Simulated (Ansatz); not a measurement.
# CuGe: relaxing a made-up structure, part 2 of 2

This structure for CuGe is made up. Its elements were placed in a known structure type with a cell scaled to their sizes. What cell does the guess relax to, and how far off was it?

Ansatz 0.2.0; DFT, PBEsol, plane-wave PAW, files of the set soft_1, scalar-relativistic, ferromagnetic start, cell and ions relaxed at zero pressure; PAW set soft_1 (the session's first sound run).

So far: The starting structure; Relaxation of the guess. The relaxed cell has a = 2.742, c = 3.784 Å (conventional setting).

## 3. Electronic structure of the relaxed cell

A second self-consistent run takes a narrower smearing and the mesh shown in its input; the bands follow along the standard path of the relaxed lattice.

This step: DFT, PBEsol, plane-wave PAW, files of the set soft_1, scalar-relativistic, no spin, bands and density of states at the relaxed cell; PAW set soft_1 (Ansatz 0.2.0).

Input file input.yaml:

```yaml
crystal:
  lattice:
    - [2.742475025, 0.0, 0.0]
    - [0.0, 2.742475025, 0.0]
    - [0.0, 0.0, 3.7836619515]
  atoms:
    - { symbol: Ge, position: [0.5, 0.5, 0.5] }
    - { symbol: Cu, position: [0.0, 0.0, 0.0] }
kpoints:
  mp_grid: { grid: [12, 12, 8] }
  band_path:
    path:
      - [[0.0, 0.0, 0.0], [0.0, 0.5, 0.0], [0.5, 0.5, 0.0], [0.0, 0.0, 0.0], [0.0, 0.0, 0.5], [0.0, 0.5, 0.5], [0.5, 0.5, 0.5], [0.0, 0.0, 0.5]]
      - [[0.0, 0.5, 0.0], [0.0, 0.5, 0.5]]
      - [[0.5, 0.5, 0.0], [0.5, 0.5, 0.5]]
    npoints: 8
scf:
  occupations: { method: fermi_dirac, width: 0.03 }
  n_extra_bands: 6
hamiltonian:
  xc: pbesol
  pseudopotentials: { kind: paw, azcp: { folder: soft_1 }, xc_functional: pbe }
output:
  forces: true
  stress: true
  write_bands: true
  dos: { projected: true }
  write_density: true
  write_potential: true
  elf: true
  volumetric_format: npy
```

Run with:

```console
$ ansatz run input.yaml --threads 4 --pin off --max-ram 8192MiB --backend cpu --events-out ev --progress --plain --runs-dir out
```

Numbers of over 12 decimals in the logs are rounded to 6 here.

What it wrote:

```text
[...]
Crystal: 2 atoms, lattice volume = 28.458 Å³
Basis set: ecut = 420 eV, 561 PW (Γ), exchange–correlation on 40×40×54 points (8 copies of the dense FFT grid, shifted against one another)
Bands: 23, of which v1, the nominal top of the filled ones, is band 17 counted from 1 (16 counted from 0)
Symmetry: 16 space group operations
[...]
k-points: 140 of 1152
[...]
SCF iter   1: F=—  HF=-10842.982270 eV  |F-HF|=—  |Δ(HF+E_count)|=         —  Δρ=2.06e-1  dr2=8.33e0  ethr=3.10e-3  ⟨swp⟩=4.5  Hψ=13432  notcnv=0
[...]
SCF iter   9: F=-10841.939394 eV  HF=-10841.939394 eV  |F-HF|=1.53e-8  |Δ(HF+E_count)|=   9.87e-8  Δρ=1.11e-5  dr2=2.24e-8  ethr=3.03e-10  ⟨swp⟩=11.8  Hψ=20310  notcnv=0
SCF 1 converged in 9 iterations: F = -10841.939394 eV  dr2 = 2.24e-8
[...]
NSCF: frozen V_eff on 75 k-points
SCF converged after 9 iterations
Free energy (F): -10841.939394 eV
[...]
Internal energy: -10841.937131 eV  (E = F + TS)
E sigma→0 (E₀):  -10841.938262 eV
Entropy (-TS):   -0.002263 eV (-1.132 meV/atom)
Fermi energy:    14.550944 eV
[...]
--- Stress (GPa, compression-positive) ---
        0.767571       0.000000       0.000000
        0.000000       0.767571       0.000000
        0.000000       0.000000      -1.679967
  P = ⅓ Tr σ = -0.0483 GPa (-0.483 kbar)
--- Band table (eV; the first three rows and the last of 140) ---
  k-point 0: bands = [... 13 lower, 11.6172, 11.8811, 11.9303, 15.7454, 20.1234, 20.1234, 24.4010, 25.7194, ... 2 higher]
  k-point 1: bands = [... 13 lower, 11.5933, 11.5933, 11.9303, 17.1110, 20.3085, 20.3085, 24.4286, 25.7699, ... 2 higher]
  k-point 2: bands = [... 13 lower, 11.5369, 11.5369, 11.9304, 19.8170, 20.8146, 20.8146, 24.4985, 25.9135, ... 2 higher]
  k-point 139: bands = [... 13 lower, 11.6480, 12.2800, 14.5705, 14.5705, 16.7452, 16.7459, 16.7459, 17.4847, ... 2 higher]
```

Elapsed: 2.4 s, on 4 threads of Arm Neoverse V1, shared host; peak memory 0.39 GiB; 8.4 s of CPU time.

In the SCF lines HF is the Harris–Foulkes energy and dr2 the Hartree energy of the density residual, in eV; the loop may stop once dr2 is under the threshold and the program's other checks hold. Hψ counts applications of the Hamiltonian.

Numbers from this step:

| Property | Result |
| --- | --- |
| free energy | -10841.9394 eV |
| energy at zero smearing | -10841.9383 eV |
| smearing term TS | 0.002263 eV |
| Fermi energy | 14.55 eV |
| pressure | -0.04828 GPa |

From bands.tsv, the bands that come nearest the Fermi level along the path, at its corners, in eV from the Fermi level:

| point | band 13 | band 14 | band 15 | band 16 | band 17 | band 18 | band 19 | band 20 |
| --- | --- | --- | --- | --- | --- | --- | --- | --- |
| Γ | -2.93 | -2.93 | -2.67 | -2.62 | 1.19 | 5.57 | 5.57 | 9.85 |
| X | -3.80 | -3.12 | -2.86 | -1.96 | 3.15 | 4.03 | 4.51 | 6.11 |
| M | -3.50 | -3.40 | -3.40 | -2.27 | -1.67 | 1.89 | 4.33 | 7.90 |
| Γ | -2.93 | -2.93 | -2.67 | -2.62 | 1.19 | 5.57 | 5.57 | 9.85 |
| Z | -3.35 | -3.09 | -3.09 | -2.62 | 7.26 | 7.26 | 10.06 | 11.34 |
| R | -3.95 | -3.07 | -3.02 | -2.91 | -2.15 | -0.15 | 9.55 | 13.26 |
| A | -3.63 | -2.90 | -2.27 | 0.02 | 0.02 | 2.19 | 2.19 | 2.19 |
| Z | -3.35 | -3.09 | -3.09 | -2.62 | 7.26 | 7.26 | 10.06 | 11.34 |
| X | -3.80 | -3.12 | -2.86 | -1.96 | 3.15 | 4.03 | 4.51 | 6.11 |
| R | -3.95 | -3.07 | -3.02 | -2.91 | -2.15 | -0.15 | 9.55 | 13.26 |
| M | -3.50 | -3.40 | -3.40 | -2.27 | -1.67 | 1.89 | 4.33 | 7.90 |
| A | -3.63 | -2.90 | -2.27 | 0.02 | 0.02 | 2.19 | 2.19 | 2.19 |

Electrostatic potential energy in the ac plane at fractional y = 0.000, with atoms of Cu within 0.2 Å of it. With pseudopotentials it is smooth inside the atoms' cores, unlike the true potential.

Ten even steps from '_' (-59 eV) to '@' (16 eV):
```
____..==##@@@@@@@@@@##==..__
....--++##@@@@@@@@@@##++--..
--==++##%%@@@@@@@@@@%%##++==
**##%%%%@@@@@@@@@@@@@@%%%%##
@@@@@@@@@@@@@@@@@@@@@@@@@@@@
@@@@@@@@@@@@@@@@@@@@@@@@@@@@
@@@@@@@@@@@@@@@@@@@@@@@@@@@@
@@@@@@@@@@@@@@@@@@@@@@@@@@@@
@@@@@@@@@@@@@@@@@@@@@@@@@@@@
@@@@@@@@@@@@@@@@@@@@@@@@@@@@
@@@@@@@@@@@@@@@@@@@@@@@@@@@@
@@@@@@@@@@@@@@@@@@@@@@@@@@@@
@@@@@@@@@@@@@@@@@@@@@@@@@@@@
@@@@@@@@@@@@@@@@@@@@@@@@@@@@
**##%%%%@@@@@@@@@@@@@@%%%%##
--==++##%%@@@@@@@@@@%%##++==
....--++##@@@@@@@@@@##++--..
____..==##@@@@@@@@@@##==..__
____..--**%%@@@@@@%%**--..__
```
Columns run along a (2.7 Å; values clipped at the 3rd and 97th percentile), rows up along c (3.8 Å). Atoms in or near the plane, at fractional coordinates: Cu at (0.00, 0.00).

Valence density in the ac plane at fractional y = 0.000, with atoms of Cu within 0.2 Å of it. It is the smooth field of the valence electrons, not physical close to the nuclei.

Ten steps, logarithmic in the rise over the least value, from '_' (0 e/Å³) to '@' (80 e/Å³):
```
@@%%**--..__________..--**%%
**++==::..__________..::==++
----::..______________..::--
....______________________..
____________________________
____________________________
____________________________
____________________________
____________________________
____________________________
____________________________
____________________________
____________________________
____________________________
....______________________..
----::..______________..::--
**++==::..__________..::==++
@@%%**--..__________..--**%%
@@@@**--..__________..--**@@
```
Columns run along a (2.7 Å), rows up along c (3.8 Å). Atoms in or near the plane, at fractional coordinates: Cu at (0.00, 0.00).

ELF in the ac plane at fractional y = 0.000, with atoms of Cu within 0.2 Å of it. It is the smooth field of the valence electrons, not physical close to the nuclei.

Ten even steps from '_' (0.13) to '@' (0.88):
```
##++..________..________..++
::..__________..__________..
____________......__________
__________....::....________
________..::::::::::..______
______....::------::....____
______..::::------::::..____
______..::----------::..____
______..::----------::..____
______..::----------::..____
______..::----------::..____
______..::::------::::..____
______....::------::....____
________..::::::::::..______
__________....::....________
____________......__________
::..__________..__________..
##++..________..________..++
@@##::________..________::##
```
Columns run along a (2.7 Å), rows up along c (3.8 Å). Atoms in or near the plane, at fractional coordinates: Cu at (0.00, 0.00).

## 4. Outcome

* space group, relaxed: P4/mmm
* conventional cell: a = 2.742, b = 2.742, c = 3.784 Å; α = 90.0°, β = 90.0°, γ = 90.0°
* volume per atom: 14.23 Å³ (guess 15.19)
* total moment: 0.00 μB in the cell of 2 atoms

What this shows: CuGe relaxes to P4/mmm with a = 2.742, b = 2.742 and c = 3.784 Å. The guessed volume was 7 % too large. The space group P4/mmm was held in the relaxation, so the end point is a stationary structure within it and may be a saddle against distortions or other arrangements. The moments died out from this one start and weren't seeded again at the relaxed cell. Bands cross the Fermi level, so it is a metal or semimetal at this level. The electron count is odd, which forces that without spin polarisation or a larger cell. On the 12×12×8 mesh with the narrower smearing (relaxed on 9×9×7) the forces vanish, as symmetry may demand, and the largest stress component is 1.680 GPa, against the relaxation's thresholds of 0.015 eV/Å and 0.05 GPa. The cutoff wasn't tested. No dispersion term is used, so weakly bound directions may come out too long. Nothing here tests whether the compound is stable against decomposition.

[Logs are printed without paths, hosts, clocks, repeated set-up lines and the standing remarks that a program may print on its own settings, such as how far it seeks lower states.]

[Hosts, paths, dates, database ids (printed as entryN), source tags and the programs' standing remarks are cut or masked in the printed files.]
